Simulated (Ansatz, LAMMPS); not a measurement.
# Structural relaxation of amorphous poly(vinyl fluoride) (as short chains C16F7H27), from a frame at 300 K (100 atoms)

Aim: bring amorphous poly(vinyl fluoride) (as short chains C16F7H27), from a frame at 300 K (100 atoms) to a nearby minimum of the energy and see what moves.

Main program and level: Ansatz 0.2.0; Kohn-Sham DFT, RPBE+D3(BJ), PAW (set soft_2), plane waves.

**1. The structure**

The cell holds 100 atoms: 32 C, 14 F and 54 H. Cell: a = 9.656 Å, b = 9.656 Å, c = 9.656 Å, α = 90.0°, β = 90.0°, γ = 90.0°. 2 poly(vinyl fluoride) chains of 7 units with methyl end groups placed at random, at 1.3 g/cm³; overlaps pushed apart, then 20 ps at 800 K with MMFF94 bonds, angles, torsions, charges and radii (Halgren, J. Comput. Chem. 17, 490 (1996)) in harmonic and 12-6 forms. Snapshot after 30 ps at 300 K and fixed volume.

Before any run, some limits are plain. The network of contacts between molecules at the start is that of the classical potential that made the cell. The density was typed from a rule of thumb and may lie off the real one at this temperature. Only the Γ point is sampled, in a cell whose shortest periodic width is 10 Å.

**2. How the cell was made**

A classical potential makes the cell, at a small fraction of what the same run would cost in DFT.

This step: classical MD, MMFF94 bonds, angles, torsions, charges and radii (Halgren, J. Comput. Chem. 17, 490 (1996)) in harmonic and 12-6 forms; charges of ions scaled by 0.8 (LAMMPS 22 Jul 2025 - Update 4).

in.lmp

```
# amorphous poly(vinyl fluoride)
units real
atom_style full
boundary p p p
bond_style harmonic
angle_style harmonic
dihedral_style opls
improper_style harmonic
special_bonds lj 0 0 0.5 coul 0 0 0.75
read_data data.lmp
neigh_modify delay 0 every 1 check yes one 4000
comm_modify cutoff 12.0
timestep 0.5
thermo_style custom step time temp pe press density
thermo_modify norm yes
# push overlapping molecules apart
pair_style soft 2.6
pair_coeff * * 0.0
variable a equal ramp(1,60)
fix ad all adapt 1 pair soft a * * v_a
velocity all create 800 180176 mom yes dist gaussian
fix lim all nve/limit 0.03
fix lan all langevin 800 800 50 180177 zero yes
thermo 1000
run 3000 post no
unfix ad
pair_style lj/cut/coul/long 8.7
pair_modify mix arithmetic tail yes
pair_coeff 1 1 0.0678 3.3680   # C
pair_coeff 2 2 0.0801 2.5590   # F
pair_coeff 3 3 0.0216 2.5400   # H
kspace_style pppm 1.0e-4
thermo 100
minimize 1e-5 1e-3 300 3000
# [... 15 lines left out ...]
compute msd all msd com yes
thermo 7500
fix md all nvt temp 300 300 100
run 30000 post no
print "== T300: mean square displacement over the hold $(c_msd[4]:%.2f) A^2"
unfix md
uncompute msd
write_dump all custom T300.dump id type xs ys zs modify sort id
```

On the command line:

```console
$ lmp -in in.lmp -log none -nocite
```

Numbers of over 12 decimals in the logs are rounded to 6 here.

Log:

```text
LAMMPS (22 Jul 2025 - Update 4)
Reading data file ...
  orthogonal box = (0 0 0) to (9.65568 9.65568 9.65568)
  100 atoms
  orthogonal box = (0 0 0) to (9.65568 9.65568 9.65568)
  98 bonds
  192 angles
  270 dihedrals
WARNING: Bond/angle/dihedral extent > half of periodic box length
   Step          Time           Temp          PotEng         Press         Density
         0   0              800            0.8973463      508.09189      1.299998
      1000   500            686.30816      3.0946101      54077.978      1.299998
      2000   1000           634.59514      3.1210739      51628.114      1.299998
      3000   1500           640.25092      3.4100988      66608.2        1.299998
WARNING: Bond/angle/dihedral extent > half of periodic box length
Loop time of 0.197568 s on 1 MPI rank(s) for 3000 steps with 100 atoms
PPPM initialization ...
  G vector (1/distance) = 0.28952069
  grid = 5 5 5
  estimated relative force accuracy = 1.8168498e-05
WARNING: Bond/angle/dihedral extent > half of periodic box length
   Step          Time           Temp          PotEng         Press         Density
      3000   1500           640.25092      1.0935041     -2517.2299      1.299998
[... 17 lines left out ...]
Loop time of 0.389893 s on 1 MPI rank(s) for 2000 steps with 100 atoms
WARNING: Bond/angle/dihedral extent > half of periodic box length
   Step          Time           Temp          PotEng         Press         Density
      2000   1000           567.53884      0.87917897    -10336.371      1.299998
[... 5 lines left out ...]
WARNING: Bond/angle/dihedral extent > half of periodic box length
Loop time of 4.61648 s on 1 MPI rank(s) for 20000 steps with 100 atoms
WARNING: Bond/angle/dihedral extent > half of periodic box length
   Step          Time           Temp          PotEng         Press         Density
[... 4 lines left out ...]
WARNING: Bond/angle/dihedral extent > half of periodic box length
Loop time of 4.33859 s on 1 MPI rank(s) for 20000 steps with 100 atoms
WARNING: Bond/angle/dihedral extent > half of periodic box length
   Step          Time           Temp          PotEng         Press         Density
[... 2 lines left out ...]
     52500   51500          288.3496      -0.3373499      6781.7747      1.299998
     60000   59000          300.29819     -0.43046195     4990.123       1.299998
     67500   66500          345.74708     -0.48343395     10546.287      1.299998
     72000   71000          300.05882     -0.34473396     723.17891      1.299998
WARNING: Bond/angle/dihedral extent > half of periodic box length
Loop time of 5.91591 s on 1 MPI rank(s) for 30000 steps with 100 atoms
== T300: mean square displacement over the hold 1.50 A^2
```

Wall time 16 s (1 thread of AMD EPYC 9R45, shared host); peak memory 0.12 GiB.

The input also reads data.lmp (atoms, bonds and types; not printed here).

**3. Single point at the start**

The forces at the start show how far the geometry lies from a minimum of this functional.

input.yaml

```yaml
crystal:
  lattice:
    - [9.65568, 0.0, 0.0]
    - [0.0, 9.65568, 0.0]
    - [0.0, 0.0, 9.65568]
  atoms:
    - { symbol: C, position: [0.69599, 0.61598, 0.58926] }
    - { symbol: C, position: [0.6399, 0.73603, 0.51037] }
    - { symbol: C, position: [0.70897, 0.73529, 0.3677] }
    - { symbol: F, position: [0.74055, 0.60389, 0.32715] }
    - { symbol: C, position: [0.60671, 0.7825, 0.25144] }
    - { symbol: C, position: [0.69009, 0.79646, 0.12105] }
    - { symbol: F, position: [0.78603, 0.90215, 0.13818] }
    - { symbol: C, position: [0.59938, 0.8387, 0.00286] }
    - { symbol: C, position: [0.67258, 0.88358, 0.87429] }
    - { symbol: F, position: [0.78357, 0.80101, 0.8663] }
    - { symbol: C, position: [0.72236, 0.02827, 0.88303] }
    - { symbol: C, position: [0.77977, 0.08765, 0.74838] }
    - { symbol: F, position: [0.90698, 0.02728, 0.72049] }
    - { symbol: C, position: [0.80828, 0.24609, 0.75512] }
    - { symbol: C, position: [0.93128, 0.2788, 0.84904] }
    - { symbol: F, position: [0.04059, 0.30932, 0.76957] }
    - { symbol: C, position: [0.89911, 0.39453, 0.94315] }
    - { symbol: C, position: [0.83292, 0.35221, 0.08457] }
    - { symbol: F, position: [0.70967, 0.28729, 0.06254] }
    - { symbol: C, position: [0.93119, 0.26109, 0.16636] }
    - { symbol: C, position: [0.91152, 0.26174, 0.3223] }
    - { symbol: F, position: [0.77286, 0.25541, 0.36224] }
    - { symbol: C, position: [0.00483, 0.15248, 0.39025] }
    - { symbol: H, position: [0.6764, 0.51358, 0.53814] }
    - { symbol: H, position: [0.67084, 0.60727, 0.698] }
    - { symbol: H, position: [0.80508, 0.627, 0.60278] }
    - { symbol: H, position: [0.66318, 0.83982, 0.55708] }
    - { symbol: H, position: [0.52624, 0.72842, 0.50212] }
    - { symbol: H, position: [0.79775, 0.79767, 0.3677] }
    - { symbol: H, position: [0.55687, 0.87517, 0.2852] }
    - { symbol: H, position: [0.52999, 0.70234, 0.23878] }
    - { symbol: H, position: [0.75217, 0.70176, 0.09158] }
    - { symbol: H, position: [0.52007, 0.911, 0.03529] }
    - { symbol: H, position: [0.5314, 0.74681, 0.97816] }
    - { symbol: H, position: [0.61149, 0.8651, 0.77784] }
    - { symbol: H, position: [0.63002, 0.08108, 0.91712] }
    - { symbol: H, position: [0.79568, 0.03454, 0.96426] }
    - { symbol: H, position: [0.70856, 0.07374, 0.66032] }
    - { symbol: H, position: [0.7151, 0.30322, 0.77799] }
    - { symbol: H, position: [0.83474, 0.27573, 0.64854] }
    - { symbol: H, position: [0.96465, 0.19314, 0.91962] }
    - { symbol: H, position: [0.83764, 0.47056, 0.88514] }
    - { symbol: H, position: [0.99701, 0.43967, 0.97305] }
    - { symbol: H, position: [0.80748, 0.44855, 0.14159] }
    - { symbol: H, position: [0.04633, 0.27034, 0.14431] }
    - { symbol: H, position: [0.90971, 0.15017, 0.14938] }
    - { symbol: H, position: [0.95839, 0.36255, 0.34996] }
    - { symbol: H, position: [0.99025, 0.12918, 0.49847] }
    - { symbol: H, position: [0.1052, 0.1707, 0.37543] }
    - { symbol: H, position: [0.97148, 0.05595, 0.3422] }
    - { symbol: C, position: [0.44656, 0.51403, 0.04933] }
    - { symbol: C, position: [0.35985, 0.38672, 0.07169] }
    - { symbol: C, position: [0.3477, 0.33541, 0.21902] }
    - { symbol: F, position: [0.28766, 0.44311, 0.29009] }
    - { symbol: C, position: [0.4776, 0.30986, 0.30114] }
    - { symbol: C, position: [0.45007, 0.21775, 0.4269] }
    - { symbol: F, position: [0.39024, 0.10062, 0.3772] }
    - { symbol: C, position: [0.35134, 0.29721, 0.52301] }
    - { symbol: C, position: [0.33723, 0.24255, 0.66356] }
    - { symbol: F, position: [0.46536, 0.22815, 0.7105] }
    - { symbol: C, position: [0.26634, 0.10013, 0.66909] }
    - { symbol: C, position: [0.27025, 0.04933, 0.82496] }
    - { symbol: F, position: [0.22194, 0.14883, 0.90615] }
    - { symbol: C, position: [0.19566, 0.91998, 0.85779] }
    - { symbol: C, position: [0.23351, 0.79178, 0.77827] }
    - { symbol: F, position: [0.37061, 0.77258, 0.75658] }
    - { symbol: C, position: [0.15129, 0.78474, 0.64404] }
    - { symbol: C, position: [0.18194, 0.65588, 0.56397] }
    - { symbol: F, position: [0.1609, 0.54693, 0.65192] }
    - { symbol: C, position: [0.0911, 0.63362, 0.43838] }
    - { symbol: C, position: [0.13238, 0.72811, 0.30937] }
    - { symbol: F, position: [0.27395, 0.73574, 0.29951] }
    - { symbol: C, position: [0.07734, 0.65722, 0.17795] }
    - { symbol: H, position: [0.5091, 0.50502, 0.95329] }
    - { symbol: H, position: [0.3742, 0.5973, 0.03429] }
    - { symbol: H, position: [0.52621, 0.52192, 0.13422] }
    - { symbol: H, position: [0.26346, 0.40657, 0.00742] }
    - { symbol: H, position: [0.4154, 0.30705, 0.01869] }
    [... 16 atom lines left out ...]
    - { symbol: H, position: [0.10443, 0.52506, 0.40428] }
    - { symbol: H, position: [0.98847, 0.64203, 0.469] }
    - { symbol: H, position: [0.09038, 0.83302, 0.32327] }
    - { symbol: H, position: [0.07318, 0.54277, 0.17797] }
    - { symbol: H, position: [0.12961, 0.6924, 0.08285] }
    - { symbol: H, position: [0.97142, 0.68218, 0.15402] }
kpoints:
  mp_grid: { grid: [1, 1, 1] }
hamiltonian:
  xc: rpbe
  dispersion: d3bj
scf:
  occupations: { method: fixed }
output:
  forces: true
  stress: true
  populations: true
  dos:
    method: { smearing: { sigma: 0.1 } }
    de: 0.1
    projected: { site_lists: { C: [C], F: [F], H: [H] } }
  eigenvalues: true
```

On the command line:

```console
$ ansatz run input.yaml --threads 4 --pin off --max-ram 8192MiB --backend cpu --events-out ev --progress --plain --runs-dir out
```

Log:

```text
Engine: ansatz 0.2.0, x86_64-unknown-linux-gnu
Pseudopotentials: kind: paw
Pseudopotential: C, paw, valence charge 4, recommended cutoff 420 eV (normal), C.paw.azcp
Pseudopotential: F, paw, valence charge 7, recommended cutoff 420 eV (normal), F.paw.azcp
Pseudopotential: H, paw, valence charge 1, recommended cutoff 420 eV (normal), H.paw.azcp
[... 5 lines on functional and potentials left out ...]
Crystal: 100 atoms, lattice volume = 900.220 Å³
Basis set: ecut = 420 eV, 17557 PW (Γ), exchange–correlation on 144×144×144 points (8 copies of the dense FFT grid, shifted against one another)
Bands: 240, of which v1, the nominal top of the filled ones, is band 140 counted from 1 (139 counted from 0)
Symmetry: 1 space group operations
Space group: P1 (ITA 1), of the structure as read, at distance tolerance 9.7e-5 Å
k-points: 1
[... 9 lines on functional and potentials left out ...]
Initial density: superposition of atomic densities (neutral atoms: chi_scale 0, normalization atom), corrected by the library's trained network
Initial wavefunctions: pseudopotential atomic-orbital guess
Functional: x = rpbe, c = pbe(β = 0.066725)
SCF iter   1: F=—  HF=-20296.108881 eV  |F-HF|=—  |Δ(HF+E_count)|=         —  Δρ=7.11e-3  dr2=3.63e-1  ethr=1.77e-3  ⟨swp⟩=5.0  Hψ=826  notcnv=0  defer=98
preconditioner: auto → Resta (q_TF=auto, 2.246 Å⁻¹)  ε∞=2.5  [insulator: Δε(μ)=6.390 eV  Ē_g=15.924 eV  n_scr=170 (ndim 8)  ℏωp=19.6 eV  f_vac=0.209  ε∞_Penn≈2.5]
SCF iter   2: F=—  HF=-20296.059689 eV  |F-HF|=—  |Δ(HF+E_count)|=   4.92e-2  Δρ=3.26e-3  dr2=6.91e-2  ethr=1.30e-4  ⟨swp⟩=3.0  Hψ=418  notcnv=0  defer=98
SCF iter   3: F=—  HF=-20296.060560 eV  |F-HF|=—  |Δ(HF+E_count)|=   8.72e-4  Δρ=1.27e-3  dr2=1.52e-2  ethr=2.47e-5  ⟨swp⟩=3.0  Hψ=249  notcnv=0  defer=98
SCF iter   4: F=—  HF=-20296.058489 eV  |F-HF|=—  |Δ(HF+E_count)|=   2.07e-3  Δρ=3.45e-4  dr2=1.00e-3  ethr=5.43e-6  ⟨swp⟩=3.0  Hψ=262  notcnv=0  defer=98
SCF iter   5: F=—  HF=-20296.058127 eV  |F-HF|=—  |Δ(HF+E_count)|=   3.61e-4  Δρ=1.26e-4  dr2=1.33e-4  ethr=3.59e-7  ⟨swp⟩=2.0  Hψ=274  notcnv=0  defer=98
SCF iter   6: F=—  HF=-20296.058060 eV  |F-HF|=—  |Δ(HF+E_count)|=   6.78e-5  Δρ=4.11e-5  dr2=1.26e-5  ethr=4.76e-8  ⟨swp⟩=2.0  Hψ=276  notcnv=0  defer=98
SCF iter   7: F=—  HF=-20296.059149 eV  |F-HF|=—  |Δ(HF+E_count)|=   1.09e-3  Δρ=1.68e-5  dr2=1.80e-6  ethr=4.49e-9  ⟨swp⟩=2.0  Hψ=380  notcnv=0  defer=98
SCF iter   8: F=—  HF=-20296.059149 eV  |F-HF|=—  |Δ(HF+E_count)|=   6.63e-8  Δρ=6.72e-6  dr2=3.11e-7  ethr=6.41e-10  ⟨swp⟩=2.0  Hψ=288  notcnv=0  defer=98
SCF iter   9: F=-20296.059149 eV  HF=-20296.059149 eV  |F-HF|=1.46e-8  |Δ(HF+E_count)|=   4.41e-8  Δρ=1.20e-6  dr2=1.53e-8  ethr=3.57e-11  ⟨swp⟩=15.0  Hψ=1559  notcnv=0
SCF 1 converged in 9 iterations: F = -20296.059149 eV  dr2 = 1.53e-8
  greatest PAW one-centre occupation: 0.935 electrons in one spin orbital (limit 2), on the F atom at site 53 (counted from 0), in its partial waves of l = 0
SCF converged after 9 iterations
Free energy (F): -20296.059149 eV
Harris-Foulkes:  -20296.059149 eV  (|F-HF|=1.46e-8)
Internal energy: -20296.059149 eV  (E = F + TS)
E sigma→0 (E₀):  -20296.059149 eV
Fermi energy:    -0.937196 eV
--- Per-component energies (eV) ---
  E_band       = -2181.898729
  E_kinetic    = 6616.953829
  E_local      = -22607.550061  (includes V_loc(G=0)·N_el)
  E_nonlocal   = 1957.192995
  E_hartree    = 8502.707968
  E_xc         = -3175.036018
  E_vxc        = -3991.719028  (∫ρ·V_xc dr)
  E_paw        = -6077.471754  (= ΣΔE_a)
  E_vpaw       = -1162.148059  (= ΣTr[D̂ρ^β])
  E_aug_tail   = -0.046852  (compensation charges beyond the density's cutoff)
  E_ewald      = -5497.453635
  E_disp       = -14.562233  (pairwise vdW)
  E_core_change = -0.793388  (= ΣΔE_core)
  E_smearing   = -0.000000  (= −TS)
  E_closure    = -0.000000  (closes the sum)
  Σ components = -20296.059149   (vs F -20296.059149, Δ=0.00e0)
--- Forces (eV/Å), atoms counted from 1 ---
  atom   1  C      0.21823124    -1.38957281     0.83229218
  atom   2  C     -0.41478854     0.76496285    -0.16988927
  atom   3  C     -3.59000425     0.77059531    -0.57565426
  atom   4  F      1.15862872    -2.00273013    -0.23135126
  atom   5  C      1.79324367    -0.72683862     1.08645846
  atom   6  C     -0.44125451    -0.43833322    -0.93315690
  atom   7  F      1.29812644     0.88556493     0.83464735
  atom   8  C     -2.52962517    -1.66755643    -0.41866187
  atom   9  C     -1.34413523     0.44427530    -0.58355566
  atom  10  F      2.95982230    -2.46391824    -0.91065647
  atom  11  C     -0.75470347     0.66169984    -1.25066142
  atom  12  C     -1.09018797     1.79800690     0.65483945
  atom  13  F      0.66688903    -0.81888345    -0.58631900
  atom  14  C      0.24931351    -1.48075488    -0.56320053
[...]
atom  99  H      0.35039665    -0.06795070     0.29572489
  atom 100  H     -0.81930102     0.56959183     0.34376945
  max |Σ_I F_I| component: 1.54e-4 eV/Å
--- Stress (GPa, compression-positive) ---
        6.834809      -0.036965      -0.699911
       -0.036965       6.248972       1.292064
       -0.699910       1.292064       2.994015
  P = ⅓ Tr σ = 5.3593 GPa (53.593 kbar)
--- Band table (eV) ---
  k-point 0: bands = ["-24.9242", "-24.7953", "-24.7270", "-24.6660", [... 224 levels ...], "12.5319", "12.6563", "12.6897", "12.8167", "12.8906", "12.9041", "12.9828", "13.0053", "13.0965", "13.2314", "13.2578", "13.4015"]
--- Löwdin populations: 100 sites ---
  site symbol       q [e]
     0      C      4.4484
     1      C      4.2600
     2      C      3.7975
[...]
99      H      0.8023
  spilling = 0.011080 (of n_electrons = 280.000000)
```

Elapsed: 2.5 s, on 4 threads of AMD EPYC 9R45, shared host; peak memory 1.1 GiB; 9 s of CPU time.

The run gave:

```yaml
free_energy: -20296.0591 eV
free_energy_per_atom: -202.9606 eV/atom
scf_cycles: 9
pressure: 5.359 GPa
r_m_s_force_component: 1.084 eV/Å
longest_force: 5.182 eV/Å
fermi_energy: -0.9372 eV
spacing_of_highest_filled_and_lowest_empty_level: 6.317 eV
spilling_of_the_projection: 0.01108
```

The r.m.s. force component of 1.1 eV/Å and the pressure of 5.4 GPa set the starting point.

Length of the force by element:

```csv
element,coordination,atoms,mean length of the force (eV/Å),spread,least,most
C,all,32,2.19,0.975,0.818,5.18
F,all,14,2.33,1.10,0.297,4.53
H,all,54,0.989,0.637,0.223,4.21
```

[end of part 1 of 3]

[Logs are printed without paths, hosts, clocks, repeated set-up lines and the standing remarks that a program may print on its own settings, such as how far it seeks lower states.]

[Hosts, paths, dates, database ids (printed as entryN), source tags and the programs' standing remarks are cut or masked in the printed files.]

[The MMFF94 radii named for the starting cell were scaled by 0.96; in molecules described by MMFF94, hydrogen bound to N, O or S took a small fixed 12-6 site in their place.]
